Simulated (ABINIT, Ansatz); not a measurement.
# TlH3 (Pm-3m): zone-centre phonons, part 2 of 4

Wanted: the vibrations of TlH3 (Pm-3m) at Γ, by two programs.

ABINIT 10.8.3; DFT LDA, scalar-relativistic, plane waves, HGH norm-conserving pseudopotentials.

So far. Step 2 (Relaxation): The volume changes by -9.3 % from the cell with which this run began. Step 3 (Self-consistent run for the response): The cell stands at -0.54 GPa: the relaxation ran with a smoothed and higher cutoff, and the difference is a stress of the finite basis. The relaxed cell has a = 3.736 Å (conventional setting).

The structure was built from a prototype and need not be the compound's stable phase.

### Step 4. Zone-centre response

At q = 0 one unit cell holds all displacements. The response is solved for single atoms along the cell's directions, and symmetry skips those that follow from others. The crystal is treated as a metal, which screens a static field, so no field response is asked.

File dfpt_gamma.abi:

```

# common to the responses
getwfk_filepath "gso_WFK"
kptopt 2
nqpt 1
qpt 0.0 0.0 0.0
asr 0
chneut 0

# displacements
rfphon 1
rfatpol 1 4
rfdir 1 1 1
tolvrs 1.0d-10
prtwf 0

# basis, mesh and filling
ecut 35.0
ixc 7
ngkpt 8 8 8
nshiftk 1
shiftk 0.0 0.0 0.0
istwfk *1
occopt 7
tsmear 0.01
nband 8
nstep 100
diemac 1000000.0
prtebands 0
prtgsr 0

# cell and atoms
acell 7.059923471 7.059923471 7.059923471
rprim 
    1.0 0.0 0.0
    0.0 1.0 0.0
    0.0 0.0 1.0
ntypat 2
znucl 81 1
natom 4
typat 1 2 2 2
xred 
    0.0 0.0 0.0
    0.5 0.0 0.0
    0.0 0.5 0.0
    0.0 0.0 0.5
pp_dirpath "./pseudo"
pseudos "Tl.hgh, H.hgh"
```

The run is started by

```bash
> OMP_NUM_THREADS=1 mpirun -n 4 abinit dfpt_gamma.abi > dfpt_gamma.log
```

Numbers of over 12 decimals in the logs are rounded to 6 here.

dfpt_gamma.abo, the main output file:

```text
[banners, grids, parts of the stress and lines that vanish by symmetry left out]
- input  file    -> dfpt_gamma.abi
- output file    -> dfpt_gamma.abo
- root for input  files -> dfpt_gammai
- root for output files -> dfpt_gammao

 Symmetries : space group Pm -3 m (#221); Bravais cP (primitive cubic)
================================================================================
 Values of the parameters that define the memory need of the present run (RF).
     intxc =       0      iscf =       7    lmnmax =       6     lnmax =       6
     mgfft =      40  mpssoang =       3    mqgrid =    3001     natom =       4
  nloc_mem =       1    nspden =       1   nspinor =       1    nsppol =       1
      nsym =      48    n1xccc =       0    ntypat =       2    occopt =       7
   xclevel =       1
-    mband =           8        mffmem =           1         mkmem =          65
-   mkqmem =          65        mk1mem =          65           mpw =        3514
      nfft =       64000          nkpt =         260
- my_mband =           8
================================================================================
================================================================================

--------------------------------------------------------------------------------
------------- Echo of variables that govern the present computation ------------
--------------------------------------------------------------------------------
-
- outvars: echo of selected default values
-   iomode0 =  0 , fftalg0 =312 , wfoptalg0 =  0
-
- outvars: echo of global parameters not present in the input file
-  max_nthreads =    1
-
 -outvars: echo values of preprocessed input variables
 [... echo left out ...]
================================================================================

 chkinp: Checking input parameters for consistency.

[...]
== DATASET  1 ==================================================================
-   mpi_nproc: 4, omp_nthreads: 1 (-1 if OMP is not activated)

--- !DatasetInfo
iteration_state: {dtset: 1, }
dimensions: {natom: 4, nkpt: 260, mband: 8, nsppol: 1, nspinor: 1, nspden: 1, mpw: 3514, }
cutoff_energies: {ecut:  35.0, pawecutdg:  -1.0, }
electrons: {nelect:   6.00000000E+00, charge:   0.00000000E+00, occopt:   7.00000000E+00, tsmear:   1.00000000E-02, }
meta: {optdriver: 1, rfphon: 1, }
...

 mkfilename: getwfk from: gso_WFK

 Exchange-correlation functional for the present dataset will be:
  LDA: Perdew-Wang 92 LSD fit to Ceperley-Alder data - ixc=7
 Citation for XC functional:
  J.P.Perdew and Y.Wang, PRB 45, 13244 (1992)

 Real(R)+Recip(G) space primitive vectors, cartesian coordinates (Bohr,Bohr^-1):
 R(1)=  7.0599235  0.0000000  0.0000000  G(1)=  0.1416446  0.0000000  0.0000000
 R(2)=  0.0000000  7.0599235  0.0000000  G(2)=  0.0000000  0.1416446  0.0000000
 R(3)=  0.0000000  0.0000000  7.0599235  G(3)=  0.0000000  0.0000000  0.1416446
 Unit cell volume ucvol=  3.5188437E+02 bohr^3
 Angles (23,13,12)=  9.00000000E+01  9.00000000E+01  9.00000000E+01 degrees
 setup1 : take into account q-point for computing boxcut.

 getcut: wavevector=  0.0000  0.0000  0.0000  ngfft=  40  40  40
         ecut(hartree)=     35.000   => boxcut(ratio)=   2.12746

--- Pseudopotential description ------------------------------------------------
- pspini: atom type   1  psp file is ./pseudo/Tl.hgh

- pspini: atom type   2  psp file is ./pseudo/H.hgh

   1.56633437E+01                                ecore*ucvol(ha*bohr**3)
--------------------------------------------------------------------------------

 ==>  initialize data related to q vector <==

 The list of irreducible perturbations for this q vector is:
    1)    idir= 1    ipert=   1
    2)    idir= 1    ipert=   2
    3)    idir= 2    ipert=   2

[...]
The perturbation idir=   2  ipert=   1 is
 symmetric of a previously calculated perturbation.
 So, its SCF calculation is not needed.

 The perturbation idir=   3  ipert=   1 is
 symmetric of a previously calculated perturbation.
 So, its SCF calculation is not needed.

 The perturbation idir=   3  ipert=   2 is
 symmetric of a previously calculated perturbation.
 So, its SCF calculation is not needed.

 The perturbation idir=   1  ipert=   3 is
 symmetric of a previously calculated perturbation.
 So, its SCF calculation is not needed.

[...]
The perturbation idir=   2  ipert=   4 is
 symmetric of a previously calculated perturbation.
 So, its SCF calculation is not needed.

 The perturbation idir=   3  ipert=   4 is
 symmetric of a previously calculated perturbation.
 So, its SCF calculation is not needed.

--------------------------------------------------------------------------------
 Perturbation wavevector (in red.coord.)   0.000000  0.000000  0.000000
 Perturbation : displacement of atom   1   along direction   1
 Found     8 symmetries that leave the perturbation invariant.

[...]
dfpt_looppert : total number of electrons, from k and k+q
  fully or partially occupied states are    6.000000E+00 and    6.000000E+00.
 Initialisation of the first-order wave-functions :
  ireadwf=   0

--- !BeginCycle
iteration_state: {dtset: 1, }
solver: {iscf: 7, nstep: 100, nline: 4, wfoptalg: 0, }
tolerances: {tolvrs: 1.00E-10, }
...

     iter   2DEtotal(Ha)        deltaE(Ha) residm    vres2
-ETOT  1   3.394507     -2.321E+01 1.223E-01 9.620E+03
 ETOT  2   1.572837     -1.822E+00 9.342E-04 5.092E+02
 ETOT  3   1.496176     -7.666E-02 6.121E-05 1.512E+01
 ETOT  4   1.494830     -1.346E-03 6.528E-06 2.267E-01
 ETOT  5   1.494816     -1.416E-05 2.461E-07 6.912E-04
[...]
At SCF step    9       vres2   =  2.79E-12 < tolvrs=  1.00E-10 =>converged.
[...]
Mean square residual over all n,k,spin=   20.007E-18; max=  89.106E-18

 Thirteen components of 2nd-order total energy (hartree) are
 1,2,3: 0th-order hamiltonian combined with 1st-order wavefunctions
     kin0=   2.64071730E+01 eigvalue=   2.51250987E+00  local=  -1.48220907E+01
 4,5,6: 1st-order hamiltonian combined with 1st and 0th-order wfs
 loc psp =  -7.98567527E-01  Hartree=   4.43866688E+00     xc=  -2.88920967E+00
 note that "loc psp" includes a xc core correction that could be resolved
 7,8,9: eventually, occupation + non-local contributions
    edocc=   4.35614852E+00     enl0=   5.10469806E+00   enl1=  -4.94172242E+01
 1-9 gives the relaxation energy (to be shifted if some occ is /=2.0)
   erelax=  -2.51078958E+01
 10,11,12 Non-relaxation  contributions : frozen-wavefunctions and Ewald
 fr.local=  -8.04502948E+00 fr.nonlo=   2.93078656E+01  Ewald=   5.33987542E+00
 13,14 Frozen wf xc core corrections (1) and (2)
 frxc 1  =   0.00000000E+00  frxc 2 =   0.00000000E+00
 Resulting in :
 2DEtotal=    0.1494815676E+01 Ha. Also 2DEtotal=    0.406760067277E+02 eV
    (2DErelax=   -2.5107895846E+01 Ha. 2DEnonrelax=    2.6602711522E+01 Ha)
    (  non-var. 2DEtotal :    1.4948156584E+00 Ha)

[...]
Perturbation wavevector (in red.coord.)   0.000000  0.000000  0.000000
 Perturbation : displacement of atom   2   along direction   1
 Found     8 symmetries that leave the perturbation invariant.

[...]
dfpt_looppert : total number of electrons, from k and k+q
  fully or partially occupied states are    6.000000E+00 and    6.000000E+00.
 Initialisation of the first-order wave-functions :
  ireadwf=   0

--- !BeginCycle
iteration_state: {dtset: 1, }
solver: {iscf: 7, nstep: 100, nline: 4, wfoptalg: 0, }
tolerances: {tolvrs: 1.00E-10, }
...

     iter   2DEtotal(Ha)        deltaE(Ha) residm    vres2
-ETOT  1   7.511675     -5.246E+01 3.682E-01 1.480E+04
[...]
At SCF step    9       vres2   =  1.69E-12 < tolvrs=  1.00E-10 =>converged.
[...]
Mean square residual over all n,k,spin=   30.623E-18; max=  12.889E-17

 Thirteen components of 2nd-order total energy (hartree) are
 1,2,3: 0th-order hamiltonian combined with 1st-order wavefunctions
     kin0=   5.63746238E+01 eigvalue=   2.28277086E+00  local=  -1.50473911E+01
 4,5,6: 1st-order hamiltonian combined with 1st and 0th-order wfs
 loc psp =  -1.12103388E+02  Hartree=   1.24126849E+01     xc=  -7.04286997E+00
 note that "loc psp" includes a xc core correction that could be resolved
 7,8,9: eventually, occupation + non-local contributions
    edocc=   6.08425097E+00     enl0=   9.87624423E-01   enl1=   0.00000000E+00
 1-9 gives the relaxation energy (to be shifted if some occ is /=2.0)
   erelax=  -5.60516939E+01
 10,11,12 Non-relaxation  contributions : frozen-wavefunctions and Ewald
 fr.local=   4.29917189E+01 fr.nonlo=   0.00000000E+00  Ewald=   1.69772102E+01
 13,14 Frozen wf xc core corrections (1) and (2)
 frxc 1  =   0.00000000E+00  frxc 2 =   0.00000000E+00
 Resulting in :
 2DEtotal=    0.3917235180E+01 Ha. Also 2DEtotal=    0.106593399507E+03 eV
    (2DErelax=   -5.6051693910E+01 Ha. 2DEnonrelax=    5.9968929091E+01 Ha)
    (  non-var. 2DEtotal :    3.9172352093E+00 Ha)

[...]
Perturbation wavevector (in red.coord.)   0.000000  0.000000  0.000000
 Perturbation : displacement of atom   2   along direction   2
 Found     4 symmetries that leave the perturbation invariant.

--------------------------------------------------------------------------------

--------------------------------------------------------------------------------

 dfpt_looppert : total number of electrons, from k and k+q
  fully or partially occupied states are    6.000000E+00 and    6.000000E+00.
 Initialisation of the first-order wave-functions :
  ireadwf=   0

--- !BeginCycle
iteration_state: {dtset: 1, }
solver: {iscf: 7, nstep: 100, nline: 4, wfoptalg: 0, }
tolerances: {tolvrs: 1.00E-10, }
...

     iter   2DEtotal(Ha)        deltaE(Ha) residm    vres2
-ETOT  1   1.774974     -5.116E+01 5.449E-01 7.078E+03
[...]
ETOT  9  0.331899      1.002E-12 9.680E-16 2.793E-10
 ETOT 10  0.331899      1.343E-12 8.830E-17 3.686E-12

 At SCF step   10       vres2   =  3.69E-12 < tolvrs=  1.00E-10 =>converged.
[...]
Mean square residual over all n,k,spin=   14.013E-18; max=  88.298E-18

 Thirteen components of 2nd-order total energy (hartree) are
 1,2,3: 0th-order hamiltonian combined with 1st-order wavefunctions
     kin0=   5.66504238E+01 eigvalue=   2.46110301E+00  local=  -1.38749386E+01
 4,5,6: 1st-order hamiltonian combined with 1st and 0th-order wfs
 loc psp =  -1.05207702E+02  Hartree=   9.86055787E+00     xc=  -6.33897536E+00
 note that "loc psp" includes a xc core correction that could be resolved
 7,8,9: eventually, occupation + non-local contributions
    edocc=   3.67708033E+00     enl0=   1.68599871E-01   enl1=   0.00000000E+00
 1-9 gives the relaxation energy (to be shifted if some occ is /=2.0)
   erelax=  -5.26038510E+01
 10,11,12 Non-relaxation  contributions : frozen-wavefunctions and Ewald
 fr.local=   5.69744587E+01 fr.nonlo=   0.00000000E+00  Ewald=  -4.03870892E+00
 13,14 Frozen wf xc core corrections (1) and (2)
 frxc 1  =   0.00000000E+00  frxc 2 =   0.00000000E+00
 Resulting in :
 2DEtotal=    0.3318987612E+00 Ha. Also 2DEtotal=    0.903142538448E+01 eV
    (2DErelax=   -5.2603851026E+01 Ha. 2DEnonrelax=    5.2935749787E+01 Ha)
    (  non-var. 2DEtotal :    3.3189876610E-01 Ha)

[...]
---- first-order wavefunction calculations are completed ----

 ==> Compute Derivative Database <==

 [... matrices left out ...]
  Phonon wavevector (reduced coordinates) :  0.00000  0.00000  0.00000
 Phonon energies in Hartree :
  -1.206309E-06 -1.206307E-06 -1.206303E-06  8.256657E-04  8.256657E-04
   8.256657E-04  1.706785E-03  1.706785E-03  1.706785E-03  6.819716E-03
   6.819716E-03  6.819716E-03
 Phonon frequencies in cm-1    :
- -2.647542E-01 -2.647538E-01 -2.647528E-01  1.812127E+02  1.812127E+02
-  1.812127E+02  3.745961E+02  3.745961E+02  3.745961E+02  1.496755E+03
-  1.496755E+03  1.496755E+03

== END DATASET(S) ==============================================================
================================================================================

 -outvars: echo values of variables after computation
            acell      7.0599234710E+00  7.0599234710E+00  7.0599234710E+00 Bohr
           etotal      3.3189876116E-01
            fcart      0.0000000000E+00  0.0000000000E+00  0.0000000000E+00
           strten      0.0000000000E+00  0.0000000000E+00  0.0000000000E+00
================================================================================
```

Run time: 53 s. Hardware: 4 MPI ranks of Intel Xeon at 2.70GHz, shared host; 3.5 min of CPU time.

Read from the output:

```
largest acoustic frequency at the zone centre before the sum rule : -0.26 cm⁻¹
highest optical zone-centre mode (no LO-TO term)                  : 1497 cm⁻¹
lowest optical zone-centre mode                                   : 181.2 cm⁻¹
```

The acoustic modes at Γ come out as far as 0.3 cm⁻¹ from zero, where they should vanish, a small numerical error.

[end of part 2 of 4]

[Host names and launcher messages were left out of these logs when they were recorded.]

[Logs are printed without paths, hosts, clocks, repeated set-up lines and the standing remarks that a program may print on its own settings, such as how far it seeks lower states.]

[Hosts, paths, dates, database ids (printed as entryN), source tags and the programs' standing remarks are cut or masked in the printed files.]
